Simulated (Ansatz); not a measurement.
## Kohn anomalies in WC (P-6m2)

Wanted: frequencies of WC (P-6m2) solved wavevector by wavevector at several smearings. The first relaxation steps of the session are not shown, so no cell shown is the starting entry, unless a step says so.

Calculated with Ansatz 0.2.0; DFT PBE, scalar-relativistic, plane waves, PAW.

Most raw output is cut from this account.

## 1. The cell after earlier relaxation steps

It takes space group P-6m2 (No. 187, hexagonal). Conventional cell: a = 2.922 Å, b = 2.922 Å, c = 2.848 Å, α = 90.00°, β = 90.00°, γ = 120.00°. Nearest to W lie 6 C at 2.21 Å. Nearest to C lie 6 W at 2.21 Å. Farther neighbours are not listed.

## 2. Relaxing tightly for phonons

Residual forces and stress shift phonon frequencies, so the cell is relaxed again, with tight thresholds and the mesh and smearing of this input. Earlier relaxation steps are not shown.

input.yaml reads:

```yaml
crystal:
  lattice:
    - [2.9217507636, 0.0, 0.0]
    - [-1.4608753818, 2.5303103848, 0.0]
    - [0.0, 0.0, 2.8475047671]
  atoms:
    - { symbol: W, position: [0.0, 0.0, 0.0] }
    - { symbol: C, position: [0.6666666667, 0.3333333333, 0.5] }
kpoints:
  mp_grid: { grid: [12, 12, 10] }
hamiltonian:
  xc: pbe
scf:
  occupations: { method: methfessel_paxton, width: 0.2 }
output:
  forces: true
  stress: true
  eigenvalues: true
relax:
  adjacent_minimum: "off"
  f_tol: 0.001
  max_steps: 60
  cell: { stress_tol: 0.01 }
```

On the command line:

```
$ ansatz run input.yaml --threads 4 --pin off --max-ram 8192MiB --backend cpu --events-out ev --progress --plain --runs-dir out
```

It took 3 s on 4 threads of Arm Neoverse V2, shared host; peak memory 0.34 GiB.

Little changed from the start: no atom moved by 0.005 Å and no cell edge by 0.1 %.

Numbers from this step:

```yaml
pressure: -2.06e-4 GPa
volume_per_atom: 10.53 Å³
metallic_on_mesh: yes
gap_on_the_k_mesh: 0 eV
```

The largest force is now zero by symmetry and the largest stress component 3.4e-4 GPa, small enough for phonons.

## 3. Wavevectors along a line: Fermi–Dirac smearing of 0.1 eV

Each wavevector is solved by itself, so no interpolation smooths a dip of the branch.

input.yaml reads:

```yaml
crystal:
  lattice:
    - [2.9217764871, 0.0, 0.0]
    - [-1.4608882435, 2.530332662, 0.0]
    - [0.0, 0.0, 2.8476641329]
  atoms:
    - { symbol: W, position: [0.0, 0.0, 0.0] }
    - { symbol: C, position: [0.6666666667, 0.3333333333, 0.5] }
kpoints:
  mp_grid: { grid: [18, 18, 20] }
hamiltonian:
  xc: pbe
scf:
  occupations: { method: fermi_dirac, width: 0.1 }
output:
  eigenvalues: true
phonons:
  method: dfpt
  qpoints:
    - [0, 0, 0]
    - [0.166666667, 0.0, 0.0]
    - [0.333333333, 0.0, 0.0]
    - [0.5, 0.0, 0.0]
```

Elapsed: 2.4 min, on 4 threads; peak memory 2.5 GiB; 9.2 min of CPU time.

Each wavevector solved by linear response. Table of frequency by |q| along the line:

| \|q\| along the line (Å⁻¹) | mode 1 (cm⁻¹) | mode 2 (cm⁻¹) | mode 3 (cm⁻¹) | mode 4 (cm⁻¹) | mode 5 (cm⁻¹) | mode 6 (cm⁻¹) |
| --- | --- | --- | --- | --- | --- | --- |
| 0.000 | 0 | 0 | 0 | 566 | 602 | 602 |
| 0.414 | 83.4 | 92.6 | 139 | 580 | 605 | 634 |
| 0.828 | 146 | 160 | 232 | 591 | 611 | 670 |
| 1.242 | 166 | 184 | 261 | 591 | 625 | 684 |

## 4. Wavevectors along a line: Fermi–Dirac smearing of 0.25 eV

The smearing blurs the Fermi surface that screens the phonons; a Fermi–Dirac width is an electronic temperature.

Changes to input.yaml since step 3:

```diff
@@ -13,3 +13,3 @@
 scf:
-  occupations: { method: fermi_dirac, width: 0.1 }
+  occupations: { method: fermi_dirac, width: 0.25 }
 output:
```

Wider smearing eases the sum over k-points of a metal but moves the result away from its zero-temperature value.

Run time: 2.5 min. Hardware: 4 threads; peak memory 2.5 GiB; 9.5 min of CPU time.

Each wavevector solved by linear response. Frequency against |q| along the line:

| \|q\| along the line (Å⁻¹) | mode 1 (cm⁻¹) | mode 2 (cm⁻¹) | mode 3 (cm⁻¹) | mode 4 (cm⁻¹) | mode 5 (cm⁻¹) | mode 6 (cm⁻¹) |
| --- | --- | --- | --- | --- | --- | --- |
| 0.000 | 0 | 0 | 0 | 564 | 604 | 604 |
| 0.414 | 83.5 | 91.4 | 139 | 579 | 602 | 630 |
| 0.828 | 145 | 159 | 229 | 591 | 609 | 668 |
| 1.242 | 165 | 183 | 259 | 590 | 623 | 686 |

Against step 3 (now smearing width 0.25 eV), the free energy moves by -14.7 meV an atom.

## 5. Phonons along a line: Fermi–Dirac smearing of 0.04 eV

Changes to input.yaml since step 4:

```diff
@@ -13,3 +13,3 @@
 scf:
-  occupations: { method: fermi_dirac, width: 0.25 }
+  occupations: { method: fermi_dirac, width: 0.04 }
 output:
```

Narrower smearing comes nearer the zero-temperature value but asks more of the mesh.

Elapsed: 2.4 min, on 4 threads; peak memory 2.5 GiB.

Each wavevector solved by linear response. The frequency by |q| along the line:

| \|q\| along the line (Å⁻¹) | mode 1 (cm⁻¹) | mode 2 (cm⁻¹) | mode 3 (cm⁻¹) | mode 4 (cm⁻¹) | mode 5 (cm⁻¹) | mode 6 (cm⁻¹) |
| --- | --- | --- | --- | --- | --- | --- |
| 0.000 | 0 | 0 | 0 | 568 | 599 | 599 |
| 0.414 | 83.4 | 92.8 | 139 | 581 | 605 | 635 |
| 0.828 | 146 | 161 | 233 | 590 | 612 | 671 |
| 1.242 | 167 | 185 | 262 | 592 | 626 | 683 |

Against step 3 (now smearing width 0.04 eV), the free energy moves by +2.1 meV an atom.

## 6. Phonons along a line: Methfessel–Paxton smearing of 0.2 eV

The smearing blurs the Fermi surface that screens the phonons; a Methfessel–Paxton width blurs it less than a thermal one.

Changes to input.yaml since step 5:

```diff
@@ -13,3 +13,3 @@
 scf:
-  occupations: { method: fermi_dirac, width: 0.04 }
+  occupations: { method: methfessel_paxton, width: 0.2 }
 output:
```

Elapsed: 2.4 min, on 4 threads; peak memory 2.5 GiB; 9.1 min of CPU time.

Each wavevector solved by linear response. Frequency against |q| along the line:

| \|q\| along the line (Å⁻¹) | mode 1 (cm⁻¹) | mode 2 (cm⁻¹) | mode 3 (cm⁻¹) | mode 4 (cm⁻¹) | mode 5 (cm⁻¹) | mode 6 (cm⁻¹) |
| --- | --- | --- | --- | --- | --- | --- |
| 0.000 | 0 | 0 | 0 | 567 | 599 | 599 |
| 0.414 | 83.4 | 92.8 | 139 | 581 | 605 | 635 |
| 0.828 | 146 | 161 | 234 | 590 | 612 | 670 |
| 1.242 | 167 | 185 | 262 | 592 | 626 | 683 |

Against step 3 (now occupations Methfessel-Paxton and smearing width 0.2 eV), the free energy moves by +2.5 meV an atom.

## 7. Smearing and the soft branch

Lowest frequency against |q| along the line:

| \|q\| along the line (Å⁻¹) | fermi dirac 0.1 eV, k 18x18x20 (cm⁻¹) | fermi dirac 0.25 eV, k 18x18x20 (cm⁻¹) | fermi dirac 0.04 eV, k 18x18x20 (cm⁻¹) | methfessel paxton 0.2 eV, k 18x18x20 (cm⁻¹) |
| --- | --- | --- | --- | --- |
| 0.000 | 0 | 0 | 0 | 0 |
| 0.414 | 83.4 | 83.5 | 83.4 | 83.4 |
| 0.828 | 146 | 145 | 146 | 146 |
| 1.242 | 166 | 165 | 167 | 167 |

## 8. What came out

| Property | Result |
| --- | --- |
| phonon run of the rows without a label of their own | PBE, k 18×18×20 |
| lowest branch at the last solved point, Fermi–Dirac 0.1 eV | 166 cm⁻¹ at \|q\| = 1.24 Å⁻¹ |
| lowest branch at the last solved point, Fermi–Dirac 0.25 eV | 165 cm⁻¹ at \|q\| = 1.24 Å⁻¹ |
| lowest branch at the last solved point, Fermi–Dirac 0.04 eV | 167 cm⁻¹ at \|q\| = 1.24 Å⁻¹ |
| lowest branch at the last solved point, Methfessel–Paxton 0.2 eV | 167 cm⁻¹ at \|q\| = 1.24 Å⁻¹ |

What this shows: No branch softens by more than 4 % of the top frequency as the smearing narrows, so no anomaly that hangs on the smearing shows at these points. The line holds 4 wavevectors, so a narrow dip between them would be missed. Between Fermi–Dirac 0.25 eV and Fermi–Dirac 0.04 eV the largest change, with modes counted by rank of frequency, is in mode 6 at |q| = 0.414 Å⁻¹, from 630 to 635 cm⁻¹; the branches hardly feel the smearing. Where branches cross, a count by rank can hide a softening. At the narrowest width the k mesh may not resolve the Fermi surface, so part of the change can be mesh noise. Spin–orbit coupling, left out here, matters for W.

[Logs are printed without paths, hosts, clocks, repeated set-up lines and the standing remarks that a program may print on its own settings, such as how far it seeks lower states.]

[Hosts, paths, dates, database ids (printed as entryN), source tags and the programs' standing remarks are cut or masked in the printed files.]
